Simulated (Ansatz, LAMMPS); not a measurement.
# A frame of liquid Li(F,Br) from 1000 K, run at 400 K (116 atoms) in motion

Aim: follow a frame of liquid Li(F,Br) from 1000 K, run at 400 K (116 atoms) for a short time with forces from DFT, then look at structure and electrons in the last frame.

Method: Kohn-Sham DFT, PBE, PAW (set soft_2), plane waves, in Ansatz 0.2.0.

### 1. Starting point

The cell holds 116 atoms: 58 Li, 22 F and 36 Br. Its edges and angles: a = 13.992 Å, b = 13.992 Å, c = 13.992 Å, α = 90.0°, β = 90.0°, γ = 90.0°. 116 atoms (58 Li, 22 F, 36 Br) placed at random at 2.32 g/cm³, melted at 1600 K for 10 ps at fixed volume with the Lennard-Jones and Coulomb ion parameters for SPC/E (Joung and Cheatham, J. Phys. Chem. B 112, 9020 (2008)), full charges. Snapshot at the end of a hold of 15 ps at 1000 K and zero pressure.

Before any run, some limits are plain. The network of bonds at the start is that of the classical potential that made the cell. The cell was made at 1000 K but the dynamics is set to 400 K: the trajectory isn't one at 1000 K. The ion parameters were fitted for water, not for melts, so the density of this cell may lie well off the real melt's. The Brillouin zone is sampled at Γ only, in a cell whose shortest periodic width is 14 Å.

### 2. Single point at the start

A single point comes first, to see the forces before anything moves.

The input, input.yaml:

```yaml
crystal:
  lattice:
    - [13.99184, 0.0, 0.0]
    - [0.0, 13.99184, 0.0]
    - [0.0, 0.0, 13.99184]
  atoms:
    - { symbol: Li, position: [0.0875, 0.92633, 0.55389] }
    - { symbol: Li, position: [0.7153, 0.48231, 0.22208] }
    - { symbol: Li, position: [0.88337, 0.92336, 0.01915] }
    - { symbol: Li, position: [0.90202, 0.69949, 0.55361] }
    [... 106 atom lines left out ...]
    - { symbol: Br, position: [0.08823, 0.73019, 0.20588] }
    - { symbol: Br, position: [0.0081, 0.07842, 0.47977] }
    - { symbol: Br, position: [0.52605, 0.27625, 0.77759] }
    - { symbol: Br, position: [0.41712, 0.03336, 0.38251] }
    - { symbol: Br, position: [0.64915, 0.1878, 0.0489] }
    - { symbol: Br, position: [0.83477, 0.78923, 0.13918] }
kpoints:
  mp_grid: { grid: [1, 1, 1] }
hamiltonian:
  xc: pbe
scf:
  occupations: { method: fixed }
output:
  forces: true
```

Started as:

```bash
$ ansatz run input.yaml --threads 4 --pin off --max-ram 8192MiB --backend cpu --events-out ev --progress --plain --runs-dir out
```

It took 13 s on 4 threads of Intel Xeon 6975P-C (Granite Rapids), shared host; peak memory 3 GiB; 50 s of CPU time.

Read from the output:

```yaml
free_energy: -130008.2830 eV
free_energy_per_atom: -1120.7611 eV/atom
scf_cycles: 10
r_m_s_force_component: 0.3584 eV/Å
longest_force: 1.268 eV/Å
fermi_energy: 0.2612 eV
```

The r.m.s. force component of 0.36 eV/Å sets the starting point.

Length of the force by element:

```
element  coordination  atoms  mean length of the force (eV/Å)  spread   least   most
     Br           all     36                            0.390   0.183  0.0686  0.862
      F           all     22                            0.628   0.286   0.224   1.27
     Li           all     58                            0.636   0.266  0.0563   1.18
```

### 3. Dynamics started at 400 K

A Langevin thermostat couples each atom to a heat bath, at the price of damped dynamics. The time step is 1.0 fs.

Edit input.yaml of step 2 so:

```diff
@@ -15 +15,8 @@
   forces: true
+md:
+  timestep: 1.0
+  n_steps: 204
+  ensemble: nvt_langevin
+  temperature: 400
+  initial_velocities: maxwell_boltzmann
+  seed: 8370
```

Elapsed: 27 min, on 4 threads; peak memory 3.2 GiB.

The program notes that it switched symmetry off.

The trajectory, sampled:

```
time (fs)  T (K)  potential (meV/atom)
      0.0    397                   0.0
     14.0    472                 -13.3
     27.0    557                 -25.8
     41.0    614                 -28.5
     54.0    621                 -35.2
     68.0    506                 -31.6
     82.0    525                 -33.3
     95.0    536                 -44.4
    109.0    487                 -38.6
    122.0    464                 -41.5
    136.0    501                 -45.1
    150.0    504                 -46.4
    163.0    543                 -48.5
    177.0    517                 -49.1
    190.0    518                 -49.0
    204.0    442                 -44.1
```

Mean square displacement from the first frame to the last: Li 0.86 Å², F 0.31 Å², Br 0.22 Å².

Mean square displacement against time lag:

```
time lag (fs)  Br (Å²)   F (Å²)  Li (Å²)
          1.0   1.5e-5   6.9e-5   2.0e-4
          5.0   3.7e-4  0.00171  0.00486
          9.0  0.00119  0.00543   0.0154
         13.0  0.00246   0.0111   0.0313
         17.0  0.00415   0.0184   0.0516
         22.0  0.00683   0.0296   0.0816
         26.0  0.00939   0.0398    0.108
         30.0   0.0123   0.0509    0.135
         34.0   0.0155   0.0626    0.163
         38.0   0.0191   0.0746    0.190
         43.0   0.0239   0.0898    0.222
         47.0   0.0280    0.102    0.246
         51.0   0.0324    0.114    0.268
         55.0   0.0369    0.125    0.289
         59.0   0.0417    0.136    0.308
         64.0   0.0479    0.150    0.330
         68.0   0.0531    0.160    0.347
         72.0   0.0584    0.170    0.362
         76.0   0.0638    0.179    0.376
         80.0   0.0693    0.188    0.390
         85.0   0.0764    0.198    0.407
         89.0   0.0821    0.206    0.420
         93.0   0.0879    0.213    0.432
         97.0   0.0938    0.220    0.443
        102.0    0.101    0.227    0.456
```

Over the second half of 204 fs the temperature averages 502 K with swings of 26 K r.m.s. From first frame to last Li has the largest mean square displacement, 0.86 Å² at the end; the farthest move is 2.20 Å. The mean temperature of 502 K lies well off the 400 K of the input, so the thermostat hasn't yet brought the run to equilibrium. The count of bonds goes from 237 in the first frame to 223 in the last, by one set of cutoffs: 41 pairs passed out of them and 27 came within. The run spans 0.20 ps, too short for its means to be equilibrium values.

### 4. Structure statistics late in the run

The g(r) is a mean over the second half; what follows it is taken at the last frame.

Bonds before and after, by the cutoffs listed below:

```
 pair  bonds before  bonds after  mean before (Å)  mean after (Å)  spread before (Å)  spread after (Å)
Li-Br           158          147            2.754           2.740              0.237             0.264
 Li-F            79           76            2.133           1.925              0.128             0.148
```

Density 2.24 g/cm³, 23.61 Å³ an atom.

Mean of 14 frames. g(r), total and by pair (bins of 0.2 Å):

```
r (Å)  total  Li-Li  Li-Br  Li-F  Br-Br  Br-F   F-F
 1.60   0.18   0.00   0.00  0.96   0.00  0.00  0.00
 1.80   1.65   0.00   0.00  8.67   0.00  0.00  0.00
 2.00   1.12   0.00   0.00  5.92   0.00  0.00  0.00
 2.20   0.42   0.02   0.23  1.81   0.00  0.00  0.00
 2.40   0.86   0.13   2.30  0.58   0.00  0.00  0.00
 2.60   1.14   0.42   3.12  0.32   0.00  0.00  0.00
 2.80   1.14   1.18   2.40  0.26   0.00  0.02  1.31
 3.00   1.03   1.64   1.40  0.18   0.00  0.36  3.01
 3.20   1.04   1.65   0.99  0.32   0.00  1.74  1.60
 3.40   1.15   1.73   0.81  0.34   0.19  2.73  1.59
 3.60   1.00   1.12   0.74  0.47   0.35  2.67  1.58
 3.80   0.94   1.10   0.51  0.52   1.00  2.32  1.08
 4.00   1.06   0.78   0.56  0.72   2.63  2.27  0.78
 4.20   0.96   0.83   0.70  0.85   2.67  0.98  0.15
 4.40   1.00   0.85   0.81  0.97   2.25  1.12  0.31
 4.60   1.02   0.91   0.91  1.32   1.42  0.84  0.55
 4.80   0.99   0.91   1.06  1.31   1.00  0.56  0.51
 5.00   1.03   1.00   1.16  1.29   0.99  0.51  0.54
 5.20   1.00   0.96   1.21  1.22   0.49  0.56  1.04
 5.40   0.91   0.88   1.13  0.98   0.64  0.44  1.02
 5.60   1.00   1.04   1.11  1.15   0.71  0.56  1.05
 5.80   0.95   0.98   1.00  1.19   0.48  0.64  1.21
 6.00   1.04   1.06   1.10  1.15   0.75  0.83  1.29
 6.20   1.01   1.03   1.09  0.93   0.90  0.78  1.65
 6.40   0.99   1.10   0.95  0.85   0.86  0.99  1.45
 6.60   0.99   1.01   0.91  0.83   1.18  1.17  1.11
 6.80   0.99   1.01   0.91  0.87   0.90  1.40  1.19
```

Bonds by pair of elements; cutoffs follow the first minimum of g(r), held within bounds set by covalent radii, and pairs that aren't listed don't count as bonded:

```
pair A-B  cutoff (Å)  bonds  mean length (Å)  spread (Å)  shortest (Å)  B about A  A about B
   Li-Br         3.3    147             2.74       0.264          2.25       2.53       4.08
    Li-F        2.46     76             1.93       0.148          1.62       1.31       3.46
```

How many atoms have how many bonded neighbours:

```
element  mean   3   4   5
     Br  4.08   8  17  11
      F  3.46  12  10   0
     Li  3.85  16  35   7
```

Bond angles (no mean is given where the spread exceeds 20°):

```
   angle  count  mean (°)  spread (°)
Li-Br-Li    236         -           -
 Br-Li-F    172         -           -
Br-Li-Br    130         -           -
 Li-F-Li     96       111        18.4
  F-Li-F     26         -           -
```

Bond length by coordination (bonds to H left out):

```
element  coordination  atoms  mean bond length (Å)
     Br             3      8                  2.66
     Br             4     17                  2.73
     Br             5     11                  2.78
      F             3     12                  1.88
      F             4     10                  1.97
     Li             3     16                  2.36
     Li             4     35                  2.47
     Li             5      7                  2.56
```

For some of the pairs, g(r) has its first main peak near 2.6 Å (Li-Br), 1.8 Å (Li-F), 4.3 Å (Br-Br) and 2.9 Å (F-F). By these cutoffs 47 % of Br atoms have 4, 55 % of F atoms have 3 and 60 % of Li atoms have 4 bonded neighbours.

### 5. Single point at the last frame

The last frame is solved once more, with the analyses that the dynamics left out.

The input, input.yaml:

```yaml
crystal:
  lattice:
    - [13.99184, 0.0, 0.0]
    - [0.0, 13.99184, 0.0]
    - [0.0, 0.0, 13.99184]
  atoms:
    - { symbol: Li, position: [0.14521, 0.96497, 0.53212] }
    - { symbol: Li, position: [0.69611, 0.45451, 0.21243] }
    - { symbol: Li, position: [0.85219, 0.8738, 0.97327] }
    - { symbol: Li, position: [0.89689, 0.67928, 0.53173] }
    [... 106 atom lines left out ...]
    - { symbol: Br, position: [0.04663, 0.71797, 0.18799] }
    - { symbol: Br, position: [1.0e-05, 0.06175, 0.46206] }
    - { symbol: Br, position: [0.50581, 0.27201, 0.74777] }
    - { symbol: Br, position: [0.45318, 0.01846, 0.39613] }
    - { symbol: Br, position: [0.64152, 0.15151, 0.03452] }
    - { symbol: Br, position: [0.81277, 0.80692, 0.1469] }
kpoints:
  mp_grid: { grid: [1, 1, 1] }
hamiltonian:
  xc: pbe
scf:
  occupations: { method: fixed }
output:
  forces: true
  stress: true
  populations: true
  dos:
    method: { smearing: { sigma: 0.1 } }
    de: 0.1
    projected: { site_lists: { Br: [Br], F: [F], Li: [Li] } }
  eigenvalues: true
  write_density: true
  write_potential: true
  volumetric_format: npy
```

Run time: 24 s. Hardware: 4 threads; peak memory 3.4 GiB; 87 s of CPU time.

The program notes that the exchange-correlation potential is rough where the density is thin.

Numbers from this run:

```yaml
free_energy: -130013.3945 eV
free_energy_per_atom: -1120.8051 eV/atom
scf_cycles: 9
pressure: -0.9733 GPa
r_m_s_force_component: 0.3554 eV/Å
longest_force: 2.174 eV/Å
fermi_energy: 0.1304 eV
spacing_of_highest_filled_and_lowest_empty_level: 3.351 eV
spilling_of_the_projection: 0.006264
```

Neighbours are counted within 3.30 Å (Li-Br), 2.46 Å (Li-F), the cutoffs taken from the dynamics.

Length of the force by element and coordination:

```
element  coordination  atoms  mean length of the force (eV/Å)  spread   least   most
     Br           all     36                            0.524   0.263   0.129   1.42
     Br             3      8                            0.566   0.209   0.145  0.796
     Br             4     17                            0.608   0.268   0.337   1.42
     Br             5     11                            0.365   0.215   0.129  0.713
      F           all     22                            0.727   0.403  0.0892   2.17
      F             3     12                            0.809   0.433   0.387   2.17
      F             4     10                            0.627   0.337  0.0892   1.27
     Li           all     58                            0.494   0.195   0.180  0.942
     Li             3     16                            0.458   0.176   0.189  0.777
     Li             4     35                            0.511   0.198   0.215  0.942
     Li             5      7                            0.493   0.209   0.180  0.931
```

Löwdin charges by element and coordination (they lack the spilled electrons, 0.031 e an atom on average):

```
element  coordination  atoms  mean charge (e)  spread   least    most
     Br           all     36           -0.578  0.0163  -0.609  -0.551
     Br             3      8           -0.595  0.0092  -0.609  -0.582
     Br             4     17           -0.577  0.0148  -0.607  -0.556
     Br             5     11           -0.566  0.0101  -0.582  -0.551
      F           all     22           -0.769  0.0067  -0.782  -0.755
      F             3     12           -0.771  0.0068  -0.782  -0.760
      F             4     10           -0.766  0.0051  -0.773  -0.755
     Li           all     58            0.713   0.034   0.638   0.785
     Li             3     16            0.723  0.0403   0.660   0.785
     Li             4     35            0.709  0.0309   0.638   0.778
     Li             5      7            0.708  0.0284   0.660   0.762
```

States in the cell by windows of 1 eV, zero at the Fermi level; the larger projections on atomic orbitals stand beside the total:

```
from (eV)  to (eV)  total  Br p   F p  Li s  Br s
      -18      -15    0.0   0.0   0.0   0.0   0.0
      -15      -14    7.5   0.0   0.0   0.6   6.8
      -14      -13   38.8   0.0   0.0   3.2  35.5
      -13      -12   25.7   0.0   0.0   1.5  24.1
      -12       -6    0.0   0.0   0.0   0.0   0.0
       -6       -5    2.4   0.0   2.3   0.1   0.0
       -5       -4   53.3   2.1  49.0   1.4   0.1
       -4       -3   68.0   6.6  58.9   1.7   0.1
       -3       -2   66.4  48.8  13.5   3.3   0.2
       -2       -1  103.0  94.9   3.9   2.9   0.2
       -1        0   53.9  51.9   0.7   0.7   0.1
        0        1    0.9   0.9   0.0   0.0   0.0
        1        3    0.0   0.0   0.0   0.0   0.0
        3        4    2.5   0.1   0.0   1.8   0.4
        4        5   19.4   1.3   0.3  11.4   1.4
```

With fixed occupations the program's Fermi level is the highest filled level; weight inside the gap is the broadening of levels at its edges.

Between -26 and -18 eV lie 44 more states.

The stored curve holds about 464 of the 580 electrons; the rest, give or take the few that broadening carries across the Fermi level, lie in deeper levels below its range.

The levels nearest the highest filled one (over half full), pooled over k-points and spins:

```
level less the highest filled one (eV)  occupation
                                -0.425           2
                                -0.381           2
                                -0.264           2
                                -0.210           2
                                -0.191           2
                                     0           2
                                  3.35           0
                                  4.06           0
                                  4.34           0
                                  4.38           0
                                  4.54           0
                                  4.63           0
```

Mean Löwdin charges: Br -0.58, F -0.77, Li +0.71 e (they miss 0.63 % of the electrons, so they add up to more than the cell's charge). The largest share in the top eV of filled states is Br p (97 % of the projected weight), and in the lowest eV of empty states Li s (77 % of the projected weight).

### 6. Summary of results

- mean temperature, second half: 502.1 K
- temperature swing, second half: 25.68 K
- free energy per atom: -1120.8051 eV/atom
- pressure: -0.9733 GPa
- r.m.s. force component: 0.3554 eV/Å
- gap (highest filled to lowest empty level): 3.351 eV
- wall time of the 3 DFT runs: 28 min

What this shows: Over the second half of 204 fs the temperature averages 502 K with swings of 26 K r.m.s. The mean temperature of 502 K lies well off the 400 K of the input, so the thermostat hasn't yet brought the run to equilibrium. The count of bonds goes from 237 in the first frame to 223 in the last, by one set of cutoffs: 41 pairs passed out of them and 27 came within. The run spans 0.20 ps, too short for its means to be equilibrium values. By these cutoffs 47 % of Br atoms have 4, 55 % of F atoms have 3 and 60 % of Li atoms have 4 bonded neighbours. The highest filled and lowest empty levels differ by 3.35 eV (at Γ alone); a semilocal functional tends to put such gaps too low. In a disordered cell it changes from sample to sample and from frame to frame.

Caveats: The starting topology of bonds comes from the classical model; in DFT 41 of its 237 bonded pairs passed out of the cutoffs and 27 came within them. The pressure of a single frame lacks the kinetic term, about 0.29 GPa here.

[Logs are printed without paths, hosts, clocks, repeated set-up lines and the standing remarks that a program may print on its own settings, such as how far it seeks lower states.]

[Hosts, paths, dates, database ids (printed as entryN), source tags and the programs' standing remarks are cut or masked in the printed files.]
